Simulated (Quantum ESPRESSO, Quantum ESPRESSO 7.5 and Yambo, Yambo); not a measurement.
**TiO2 (Rutile): Bethe-Salpeter spectra with Yambo**

Wanted: excitons and ε₂ of TiO2 (Rutile), with cost.

Method: PBE and many-body steps on it, plane waves, in Quantum ESPRESSO 7.5 and Yambo 5.3.0.

Most raw output is cut from this account.

## (1) The structure

The structure is tetragonal, space group P4_2/mnm (No. 136). The conventional cell has a = 4.592 Å, b = 4.592 Å, c = 2.957 Å, α = 90.00°, β = 90.00°, γ = 90.00°. Nearest to Ti lie 6 O at 1.95 to 1.98 Å. Nearest to O lie 3 Ti at 1.95 to 1.98 Å. Farther neighbours and most contacts between anions are not listed.

The cell and positions come from the Crystallography Open Database and are kept as given unless a step says otherwise.

## (2) Empty states on the mesh, 4×4×6 mesh, 115 bands

This step: Quantum ESPRESSO 7.5; DFT, PBE, plane waves, norm-conserving pseudopotentials.

The sums over transitions need many empty states on a uniform mesh; this step solves for them.

The input, pw.in:

```
&control
  calculation = 'nscf'
  prefix = 'x'
  outdir = 'o'
  pseudo_dir = 'pseudo'
/
&system
  ibrav = 0
  nat = 6
  ntyp = 2
  ecutwfc = 76.0
  nbnd = 115
  force_symmorphic = .true.
/
&electrons
  conv_thr = 1e-9
  electron_maxstep = 80
  diago_full_acc = .true.
  diago_thr_init = 5e-6
/
ATOMIC_SPECIES
  Ti 47.867 Ti.upf
  O 15.999 O.upf
CELL_PARAMETERS angstrom
  4.5922000000 0.0000000000 0.0000000000
  0.0000000000 4.5922000000 0.0000000000
  0.0000000000 0.0000000000 2.9574000000
ATOMIC_POSITIONS crystal
  Ti 0.0000000000 0.0000000000 0.0000000000
  Ti 0.5000000000 0.5000000000 0.5000000000
  O 0.3049600000 0.3049600000 0.0000000000
  O 0.1950400000 0.8049600000 0.5000000000
  O 0.6950400000 0.6950400000 0.0000000000
  O 0.8049600000 0.1950400000 0.5000000000
K_POINTS automatic
  4 4 6 0 0 0
```

The run is started by

```bash
$ OMP_NUM_THREADS=1 mpirun -n 4 pw.x -nk 4 -in pw.in > pw.out
```

Elapsed: 30 s, on 4 MPI ranks of Arm Neoverse V1, shared host; peak memory 0.4 GiB; 2 min of CPU time.

Numbers from this step:

* gap: 1.917 eV
* k of the valence top: 0, 0, 0
* k of the conduction bottom: 0, 0, 0
* least direct gap: 1.917 eV
* k points computed: 28
* lowest point of the top converged band, above the valence top: 64.0600 eV

On this mesh the gap is 1.917 eV.

The density comes from a self-consistent run that is not shown.

## (3) Conversion and set-up

This step: Yambo 5.3.0; conversion and set-up on PBE, plane waves, norm-conserving pseudopotentials.

The states are converted to the many-body program's format and the q mesh is built.

The run is started by

```bash
$ (cd o/x.save; p2y > p2y.log; mv SAVE ../..); yambo > setup.log
```

The job ended after 3 s (1 MPI rank; peak memory 0.25 GiB).

## (4) Screening and self-energy, 4×4×6 mesh, 115 bands, screening to 122.5 eV

G0W0 replaces the xc potential by the self-energy, built once from these orbitals. Only a window of levels is corrected, while the sums run over the empty bands that the input names.

This step: G0W0 on PBE, plane waves, norm-conserving pseudopotentials.

The input, gw1.in:

```
HF_and_locXC
gw0
dyson
ppa
em1d
rim_cut
RandQpts= 1000000
RandGvec= 1 RL
EXXRLvcs= 76 Ry
VXCRLvcs= 304 Ry
Chimod= "HARTREE"
% BndsRnXp
 1 | 115 |
%
NGsBlkXp= 9 Ry
% LongDrXp
 1 | 1 | 1 |
%
% GbndRnge
 1 | 115 |
%
DysSolver= "n"
ExtendOut
PPAPntXp= 27.21138 eV
% QPkrange
 1 | 1 | 23 | 26 |
%
```

The run is started by

```bash
$ OMP_NUM_THREADS=1 mpirun -n 4 yambo -F gw1.in -J gw1 -C gw1 > gw1.log
```

The job ended after 7.5 min (4 MPI ranks; peak memory 3.2 GiB).

Numbers from this step:

- G0W0 gap on the points computed: 3.356 eV
- starting gap on the mesh: 1.917 eV
- k of the valence top: 0, 0, 0
- k of the conduction bottom: 0, 0, 0
- least direct G0W0 gap on the computed points: 3.356 eV

The gap on the mesh goes from 1.92 eV to 3.36 eV, a correction of +1.44 eV.

The gap opens by 1.440 eV; the next steps shift the empty bands rigidly by 1.440 eV.

## (5) Excitons

Light makes an electron and a hole together. The Bethe-Salpeter equation adds their screened attraction and their exchange, in a window of bands around the gap.

This step: Bethe-Salpeter equation on PBE with a scissors shift, plane waves, norm-conserving pseudopotentials.

The input, bse3.in:

```
optics
bss
bse
em1s
dipoles
rim_cut
RandQpts= 1000000
RandGvec= 1 RL
Chimod= "HARTREE"
BSKmod= "SEX"
BSEmod= "resonant"
BSSmod= "d"
BSENGexx= 30 Ry
BSENGBlk= 6 Ry
% BSEQptR
 1 | 1 |
%
% BSEBands
 16 | 30 |
%
% BEnRange
 0 | 8 | eV
%
% BDmRange
 0.1 | 0.1 | eV
%
BEnSteps= 161
% BLongDir
 1 | 0 | 0 |
%
% BndsRnXs
 1 | 66 |
%
NGsBlkXs= 6 Ry
% LongDrXs
 1 | 1 | 1 |
%
% KfnQP_E
 1.44 | 1.0 | 1.0 |
%
WRbsWF
```

The run is started by

```bash
$ OMP_NUM_THREADS=1 mpirun -n 4 yambo -F bse3.in -J bse3 -C bse3 > bse3.log
```

Elapsed: 12 min, on 4 MPI ranks; peak memory 5.2 GiB; 48 min of CPU time.

Numbers from this step:

| Item | Value |
| --- | --- |
| transitions in the window | 5184 |
| direct gap of the transition levels | 3.357 eV |
| lowest state | 3.069 eV |
| first strong exciton (over a fiftieth of the strongest listed) | 3.513 eV |
| binding of the lowest state below the direct gap | 0.2877 eV |
| Coulomb term of one mesh cell | 0.2936 eV |

The binding is 0.98 times the screened Coulomb term of one mesh cell (0.29 eV), so it is not shown settled.

The lowest state lies at 3.069 eV, 0.288 eV under the direct gap.

Lines within 3 meV are set at the lowest of them, and the highest group, which the list may cut short, is left out. Lines of the exciton spectrum (strongest = 100):

| position (eV) | lines merged | strength, relative |
| --- | --- | --- |
| 3.069 | 1 | 0.0 |
| 3.362 | 1 | 0.0 |
| 3.469 | 1 | 0.0 |
| 3.514 | 2 | 100 |
| 3.538 | 1 | 0.0 |
| 3.567 | 1 | 0.0 |
| 3.573 | 2 | 11 |
| 3.632 | 1 | 0.0 |
| 3.642 | 3 | 19 |
| 3.656 | 1 | 0.0 |
| 3.677 | 1 | 0.0 |
| 3.686 | 2 | 0.0 |
| 3.737 | 1 | 0.0 |
| 3.774 | 1 | 0.0 |
| 3.786 | 1 | 0.0 |
| 3.805 | 1 | 0.0 |
| 3.808 | 1 | 0.0 |

The ε₂ has structure finer than the step of the table below, so its rows give means over 0.25 eV, whole bins alone (the curve runs from 0 to 8 eV). Peaks (eV: height): BSE 3.950: 17.5, 5.450: 8.42; no electron-hole interaction 4.450: 9.92, 5.100: 11.6, 5.800: 8.64.

Field along x; broadening 0.1 eV; transition window only. Limits: finite bands, cutoff and mesh; exciton not shown settled in the k mesh. Table of ε₂ by photon energy; means over each step:

| photon energy (eV) | BSE | no electron-hole interaction |
| --- | --- | --- |
| 0.25 | 0.0421 | 0.0315 |
| 0.50 | 0.0476 | 0.0350 |
| 0.75 | 0.0543 | 0.0391 |
| 1.00 | 0.0626 | 0.0440 |
| 1.25 | 0.0729 | 0.0500 |
| 1.50 | 0.0863 | 0.0573 |
| 1.75 | 0.104 | 0.0665 |
| 2.00 | 0.128 | 0.0781 |
| 2.25 | 0.162 | 0.0935 |
| 2.50 | 0.214 | 0.114 |
| 2.75 | 0.299 | 0.144 |
| 3.00 | 0.461 | 0.189 |
| 3.25 | 0.902 | 0.268 |
| 3.50 | 2.56 | 0.451 |
| 3.75 | 7.17 | 1.23 |
| 4.00 | 14.6 | 1.82 |
| 4.25 | 10.2 | 5.29 |
| 4.50 | 10.3 | 9.21 |
| 4.75 | 9.43 | 8.91 |
| 5.00 | 7.03 | 10.9 |
| 5.25 | 6.72 | 9.58 |
| 5.50 | 7.40 | 6.44 |
| 5.75 | 5.20 | 7.95 |
| 6.00 | 4.41 | 7.90 |
| 6.25 | 2.84 | 7.80 |
| 6.50 | 2.66 | 5.32 |
| 6.75 | 1.90 | 3.73 |
| 7.00 | 1.30 | 3.60 |
| 7.25 | 0.875 | 2.69 |
| 7.50 | 0.932 | 1.77 |
| 7.75 | 0.825 | 1.45 |

The program warns that the window of bands cuts a degenerate level, which breaks the symmetry of states and spectrum.

## (6) Triplet (no exchange term)

bse4.in, as its differences from bse3.in of step 5:

```diff
@@ -12,3 +12,3 @@
 BSSmod= "d"
-BSENGexx= 30 Ry
+BSENGexx= 1 RL
 BSENGBlk= 6 Ry
@@ -18,6 +18,6 @@
 % BSEBands
- 16 | 30 |
+ 19 | 30 |
 %
 % BEnRange
- 0 | 8 | eV
+ 0 | 7 | eV
 %
@@ -26,3 +26,3 @@
 %
-BEnSteps= 161
+BEnSteps= 141
 % BLongDir
```

The run is started by

```bash
$ OMP_NUM_THREADS=1 mpirun -n 4 yambo -F bse4.in -J bse4,bse3_W -C bse4 > bse4.log
```

Wall time 3 min (4 MPI ranks); peak memory 1.9 GiB; 12 min of CPU time.

The lowest triplet lies at 3.067 eV; without spin-orbit coupling triplets are dark, so no spectrum is read.

The program warns that the window of bands cuts a degenerate level, which breaks the symmetry of states and spectrum.

## (7) Field along z

The input, bse5.in:

```
optics
bss
bse
em1s
dipoles
rim_cut
RandQpts= 1000000
RandGvec= 1 RL
Chimod= "HARTREE"
BSKmod= "SEX"
BSEmod= "resonant"
BSSmod= "h"
BSENGexx= 30 Ry
BSENGBlk= 6 Ry
% BSEQptR
 1 | 1 |
%
% BSEBands
 16 | 30 |
%
% BEnRange
 0 | 8 | eV
%
% BDmRange
 0.1 | 0.1 | eV
%
BEnSteps= 161
% BLongDir
 0 | 0 | 1 |
%
% BndsRnXs
 1 | 66 |
%
NGsBlkXs= 6 Ry
% LongDrXs
 1 | 1 | 1 |
%
% KfnQP_E
 1.44 | 1.0 | 1.0 |
%
BSHayTrs= -0.02
```

The run is started by

```bash
$ OMP_NUM_THREADS=1 mpirun -n 4 yambo -F bse5.in -J bse5,bse3_W -C bse5 > bse5.log
```

Elapsed: 92 s, on 4 MPI ranks; peak memory 1.6 GiB; 6.1 min of CPU time.

Numbers from this step:

- transitions in the window: 5184
- direct gap of the transition levels: 3.357 eV

The ε₂ has structure finer than the step of the table below, so its rows give means over 0.25 eV, whole bins alone (the curve runs from 0 to 8 eV). Peaks (eV: height): BSE 4.050: 21.7, 4.600: 15.7; no electron-hole interaction 4.400: 13.9, 5.250: 15.8, 7.300: 6.02.

Field along z; broadening 0.1 eV; transition window only. Limits: finite bands, cutoff and mesh; exciton not shown settled in the k mesh. The ε₂ by photon energy; means over each step:

| photon energy (eV) | BSE | no electron-hole interaction |
| --- | --- | --- |
| 0.25 | 0.0545 | 0.0386 |
| 0.50 | 0.0618 | 0.0429 |
| 0.75 | 0.0707 | 0.0480 |
| 1.00 | 0.0818 | 0.0541 |
| 1.25 | 0.0958 | 0.0614 |
| 1.50 | 0.114 | 0.0705 |
| 1.75 | 0.138 | 0.0818 |
| 2.00 | 0.171 | 0.0963 |
| 2.25 | 0.219 | 0.115 |
| 2.50 | 0.291 | 0.141 |
| 2.75 | 0.411 | 0.178 |
| 3.00 | 0.639 | 0.234 |
| 3.25 | 1.20 | 0.326 |
| 3.50 | 3.82 | 0.513 |
| 3.75 | 11.9 | 1.14 |
| 4.00 | 20.6 | 2.86 |
| 4.25 | 15.6 | 8.16 |
| 4.50 | 12.2 | 11.9 |
| 4.75 | 11.7 | 9.06 |
| 5.00 | 7.61 | 10.4 |
| 5.25 | 5.02 | 14.8 |
| 5.50 | 4.81 | 10.6 |
| 5.75 | 3.37 | 9.30 |
| 6.00 | 3.71 | 7.71 |
| 6.25 | 3.09 | 6.49 |
| 6.50 | 4.14 | 4.17 |
| 6.75 | 4.43 | 3.38 |
| 7.00 | 2.64 | 3.55 |
| 7.25 | 1.34 | 4.98 |
| 7.50 | 1.63 | 3.16 |
| 7.75 | 1.57 | 2.37 |

The program warns that the window of bands cuts a degenerate level, which breaks the symmetry of states and spectrum.

## (8) Beyond Tamm-Dancoff

The input, bse6.in:

```
optics
bss
bse
em1s
dipoles
rim_cut
RandQpts= 1000000
RandGvec= 1 RL
Chimod= "HARTREE"
BSKmod= "SEX"
BSEmod= "coupling"
BSSmod= "d"
BSENGexx= 30 Ry
BSENGBlk= 6 Ry
% BSEQptR
 1 | 1 |
%
% BSEBands
 20 | 29 |
%
% BEnRange
 0 | 7 | eV
%
% BDmRange
 0.1 | 0.1 | eV
%
BEnSteps= 141
% BLongDir
 1 | 0 | 0 |
%
% BndsRnXs
 1 | 66 |
%
NGsBlkXs= 6 Ry
% LongDrXs
 1 | 1 | 1 |
%
% KfnQP_E
 1.44 | 1.0 | 1.0 |
%
WRbsWF
```

The run is started by

```bash
$ OMP_NUM_THREADS=1 mpirun -n 4 yambo -F bse6.in -J bse6,bse3_W -C bse6 > bse6.log
```

Run time: 8.4 min. Hardware: 4 MPI ranks; peak memory 6.7 GiB.

Numbers from this step:

```yaml
transitions_in_the_window: 2400
direct_gap_of_the_transition_levels: 3.357 eV
lowest_state: 3.070 eV
first_strong_exciton_over_a_fiftieth_of_the_strongest_listed: 3.516 eV
binding_of_the_lowest_state_below_the_direct_gap: 0.2867 eV
coulomb_term_of_one_mesh_cell: 0.2936 eV
```

The binding is 0.98 times the screened Coulomb term of one mesh cell (0.29 eV), so it is not shown settled.

The lowest state lies at 3.070 eV, 0.287 eV under the direct gap.

The ε₂ has structure finer than the step of the table below, so its rows give means over 0.25 eV, whole bins alone (the curve runs from 0 to 7 eV). Peaks (eV: height): BSE 3.950: 16.3; no electron-hole interaction 4.450: 9.87, 5.100: 11.5.

Field along x; broadening 0.1 eV; transition window only. Limits: finite bands, cutoff and mesh; exciton not shown settled in the k mesh. The ε₂ by photon energy; means over each step:

| photon energy (eV) | BSE | no electron-hole interaction |
| --- | --- | --- |
| 0.25 | 0.00710 | 0.00493 |
| 0.50 | 0.0145 | 0.0100 |
| 0.75 | 0.0225 | 0.0154 |
| 1.00 | 0.0316 | 0.0214 |
| 1.25 | 0.0422 | 0.0282 |
| 1.50 | 0.0553 | 0.0360 |
| 1.75 | 0.0718 | 0.0455 |
| 2.00 | 0.0939 | 0.0573 |
| 2.25 | 0.125 | 0.0725 |
| 2.50 | 0.171 | 0.0929 |
| 2.75 | 0.247 | 0.122 |
| 3.00 | 0.392 | 0.166 |
| 3.25 | 0.785 | 0.243 |
| 3.50 | 2.28 | 0.423 |
| 3.75 | 6.22 | 1.20 |
| 4.00 | 13.5 | 1.78 |
| 4.25 | 9.18 | 5.24 |
| 4.50 | 9.20 | 9.16 |
| 4.75 | 8.33 | 8.84 |
| 5.00 | 5.69 | 10.8 |
| 5.25 | 4.40 | 9.42 |
| 5.50 | 4.52 | 6.06 |
| 5.75 | 3.35 | 6.36 |
| 6.00 | 3.02 | 5.30 |
| 6.25 | 1.83 | 4.99 |
| 6.50 | 1.42 | 3.39 |
| 6.75 | 0.907 | 1.92 |

The program warns that the window of bands cuts a degenerate level, which breaks the symmetry of states and spectrum.

## (9) Finite momentum (q 2)

The input, bse7.in:

```
optics
bss
bse
em1s
dipoles
rim_cut
RandQpts= 1000000
RandGvec= 1 RL
Chimod= "HARTREE"
BSKmod= "SEX"
BSEmod= "resonant"
BSSmod= "d"
BSENGexx= 30 Ry
BSENGBlk= 6 Ry
% BSEQptR
 2 | 2 |
%
% BSEBands
 20 | 30 |
%
% BEnRange
 0 | 6 | eV
%
% BDmRange
 0.1 | 0.1 | eV
%
BEnSteps= 121
% BLongDir
 1 | 0 | 0 |
%
% BndsRnXs
 1 | 66 |
%
NGsBlkXs= 6 Ry
% LongDrXs
 1 | 1 | 1 |
%
% KfnQP_E
 1.44 | 1.0 | 1.0 |
%
WRbsWF
```

The run is started by

```bash
$ OMP_NUM_THREADS=1 mpirun -n 4 yambo -F bse7.in -J bse7,bse3_W -C bse7 > bse7.log
```

Wall time 2.1 min (4 MPI ranks); peak memory 1.6 GiB.

This step gave:

- transitions in the window: 2880
- lowest state: 3.226 eV
- first strong exciton (over a fiftieth of the strongest listed): 3.433 eV

The lowest state lies at 3.226 eV.

The program warns that the window of bands cuts a degenerate level, which breaks the symmetry of states and spectrum.

## (10) Finite momentum (q 3)

bse8.in, as its differences from bse7.in of step 9:

```diff
@@ -15,3 +15,3 @@
 % BSEQptR
- 2 | 2 |
+ 3 | 3 |
 %
```

The run is started by

```bash
$ OMP_NUM_THREADS=1 mpirun -n 4 yambo -F bse8.in -J bse8,bse3_W -C bse8 > bse8.log
```

It took 2.1 min on 4 MPI ranks; peak memory 1.6 GiB; 8.3 min of CPU time.

Numbers from this step:

```yaml
transitions_in_the_window: 2880
lowest_state: 3.406 eV
first_strong_exciton_over_a_fiftieth_of_the_strongest_listed: 3.406 eV
```

The lowest state lies at 3.406 eV.

The program warns that the window of bands cuts a degenerate level, which breaks the symmetry of states and spectrum.

## (11) RPA with local fields (no direct term)

The input, bse9.in:

```
optics
bss
bse
em1s
dipoles
rim_cut
RandQpts= 1000000
RandGvec= 1 RL
Chimod= "HARTREE"
BSKmod= "HARTREE"
BSEmod= "resonant"
BSSmod= "h"
BSENGexx= 30 Ry
BSENGBlk= 6 Ry
% BSEQptR
 1 | 1 |
%
% BSEBands
 16 | 30 |
%
% BEnRange
 0 | 8 | eV
%
% BDmRange
 0.1 | 0.1 | eV
%
BEnSteps= 161
% BLongDir
 1 | 0 | 0 |
%
% BndsRnXs
 1 | 66 |
%
NGsBlkXs= 6 Ry
% LongDrXs
 1 | 1 | 1 |
%
% KfnQP_E
 1.44 | 1.0 | 1.0 |
%
BSHayTrs= -0.02
```

The run is started by

```bash
$ OMP_NUM_THREADS=1 mpirun -n 4 yambo -F bse9.in -J bse9,bse3_W -C bse9 > bse9.log
```

It took 23 s on 4 MPI ranks; peak memory 1.6 GiB; 93 s of CPU time.

Numbers from this step:

```
transitions in the window           : 5184
direct gap of the transition levels : 3.357 eV
```

The ε₂ has structure finer than the step of the table below, so its rows give means over 0.2 eV, whole bins alone (the curve runs from 0 to 8 eV). Peaks (eV: height): BSE 4.50: 8.83, 5.15: 10.4, 6.30: 8.43; no electron-hole interaction 4.45: 9.92, 5.10: 11.6, 5.80: 8.64.

Field along x; broadening 0.1 eV; transition window only. Limits: finite bands, cutoff and mesh. Table of ε₂ by photon energy; means over each step:

| photon energy (eV) | BSE | no electron-hole interaction |
| --- | --- | --- |
| 0.2 | 0.0293 | 0.0309 |
| 0.4 | 0.0318 | 0.0335 |
| 0.6 | 0.0346 | 0.0365 |
| 0.8 | 0.0378 | 0.0400 |
| 1.0 | 0.0416 | 0.0440 |
| 1.2 | 0.0459 | 0.0487 |
| 1.4 | 0.0509 | 0.0542 |
| 1.6 | 0.0569 | 0.0607 |
| 1.8 | 0.0641 | 0.0685 |
| 2.0 | 0.0729 | 0.0781 |
| 2.2 | 0.0837 | 0.0900 |
| 2.4 | 0.0974 | 0.105 |
| 2.6 | 0.115 | 0.125 |
| 2.8 | 0.139 | 0.151 |
| 3.0 | 0.173 | 0.189 |
| 3.2 | 0.224 | 0.247 |
| 3.4 | 0.313 | 0.349 |
| 3.6 | 0.537 | 0.613 |
| 3.8 | 1.26 | 1.47 |
| 4.0 | 1.50 | 1.74 |
| 4.2 | 3.47 | 4.00 |
| 4.4 | 7.82 | 8.91 |
| 4.6 | 7.59 | 8.50 |
| 4.8 | 8.21 | 9.44 |
| 5.0 | 9.58 | 10.9 |
| 5.2 | 9.99 | 10.4 |
| 5.4 | 7.33 | 7.12 |
| 5.6 | 6.35 | 6.52 |
| 5.8 | 7.95 | 8.40 |
| 6.0 | 7.76 | 7.91 |
| 6.2 | 7.58 | 7.71 |
| 6.4 | 7.45 | 6.87 |
| 6.6 | 4.76 | 4.16 |
| 6.8 | 4.14 | 3.70 |
| 7.0 | 4.05 | 3.64 |
| 7.2 | 3.40 | 2.82 |
| 7.4 | 2.70 | 2.24 |
| 7.6 | 1.51 | 1.35 |
| 7.8 | 1.61 | 1.58 |

The program warns that the window of bands cuts a degenerate level, which breaks the symmetry of states and spectrum.

## (12) Kernel block larger than the screening

The input, bse10.in:

```
optics
bss
bse
em1s
dipoles
rim_cut
RandQpts= 1000000
RandGvec= 1 RL
Chimod= "HARTREE"
BSKmod= "SEX"
BSEmod= "resonant"
BSSmod= "d"
BSENGexx= 30 Ry
BSENGBlk= 30 Ry
% BSEQptR
 1 | 1 |
%
% BSEBands
 22 | 28 |
%
% BEnRange
 0 | 6 | eV
%
% BDmRange
 0.1 | 0.1 | eV
%
BEnSteps= 121
% BLongDir
 1 | 0 | 0 |
%
% BndsRnXs
 1 | 66 |
%
NGsBlkXs= 6 Ry
% LongDrXs
 1 | 1 | 1 |
%
% KfnQP_E
 1.44 | 1.0 | 1.0 |
%
WRbsWF
```

The run is started by

```bash
$ OMP_NUM_THREADS=1 mpirun -n 4 yambo -F bse10.in -J bse10,bse3_W -C bse10 > bse10.log
```

Run time: 0.82 s. Hardware: 4 MPI ranks; peak memory 0.25 GiB.

The run stopped with an error after 0.82 s.

The program's words: [ERROR] STOP signal received while in[08.01.05.01] Screened interaction header I/O [ERROR] Using screening with less G than Weh interaction

The fault put into this input: kernel block larger than the screening.

## (13) Empty states on the mesh, 6×6×8 mesh, 47 bands

This step: Quantum ESPRESSO 7.5; DFT, PBE, plane waves, norm-conserving pseudopotentials.

pw.in, as its differences from that of step 2:

```diff
@@ -11,3 +11,3 @@
   ecutwfc = 76.0
-  nbnd = 115
+  nbnd = 47
   force_symmorphic = .true.
@@ -35,2 +35,2 @@
 K_POINTS automatic
-  4 4 6 0 0 0
+  6 6 8 0 0 0
```

The run is started by

```bash
$ OMP_NUM_THREADS=1 mpirun -n 4 pw.x -nk 4 -in pw.in > pw.out
```

It took 18 s on 4 MPI ranks; peak memory 0.29 GiB.

This step gave:

| Quantity | Value |
| --- | --- |
| gap | 1.917 eV |
| k of the valence top | 0, 0, 0 |
| k of the conduction bottom | 0, 0, 0 |
| least direct gap | 1.917 eV |
| k points computed | 65 |
| lowest point of the top converged band, above the valence top | 21.72 eV |

On this mesh the gap is 1.917 eV.

## (14) Conversion and set-up

This step: Yambo 5.3.0; conversion and set-up on PBE, plane waves, norm-conserving pseudopotentials.

The run is started by

```bash
$ (cd o/x.save; p2y > p2y.log; mv SAVE ../..); yambo > setup.log
```

Elapsed: 4.1 s, on 1 MPI rank; peak memory 0.27 GiB.

## (15) k mesh (6×6×8)

This step: Bethe-Salpeter equation on PBE with a scissors shift, plane waves, norm-conserving pseudopotentials.

The input, bse12.in:

```
optics
bss
bse
em1s
dipoles
rim_cut
RandQpts= 1000000
RandGvec= 1 RL
Chimod= "HARTREE"
BSKmod= "SEX"
BSEmod= "resonant"
BSSmod= "h"
BSENGexx= 30 Ry
BSENGBlk= 4 Ry
% BSEQptR
 1 | 1 |
%
% BSEBands
 20 | 30 |
%
% BEnRange
 0 | 6 | eV
%
% BDmRange
 0.1 | 0.1 | eV
%
BEnSteps= 121
% BLongDir
 1 | 0 | 0 |
%
% BndsRnXs
 1 | 47 |
%
NGsBlkXs= 4 Ry
% LongDrXs
 1 | 1 | 1 |
%
% KfnQP_E
 1.44 | 1.0 | 1.0 |
%
BSHayTrs= -0.02
```

The run is started by

```bash
$ OMP_NUM_THREADS=1 mpirun -n 4 yambo -F bse12.in -J bse12 -C bse12 > bse12.log
```

Wall time 14 min (4 MPI ranks); peak memory 2.4 GiB; 57 min of CPU time.

Numbers from this step:

```yaml
transitions_in_the_window: 8640
direct_gap_of_the_transition_levels: 3.357 eV
```

(Continued in part 2 of 2.)

[Paths, hosts, dates, memory and timing lines, banners, echoed tables and standing remarks are left out of the program output.]

[Logs are printed without paths, hosts, clocks, repeated set-up lines and the standing remarks that a program may print on its own settings, such as how far it seeks lower states.]

[Runs of the session that timed out or met a known fault of the program may be left out.]

[Hosts, paths, dates, database ids (printed as entryN), source tags and the programs' standing remarks are cut or masked in the printed files.]
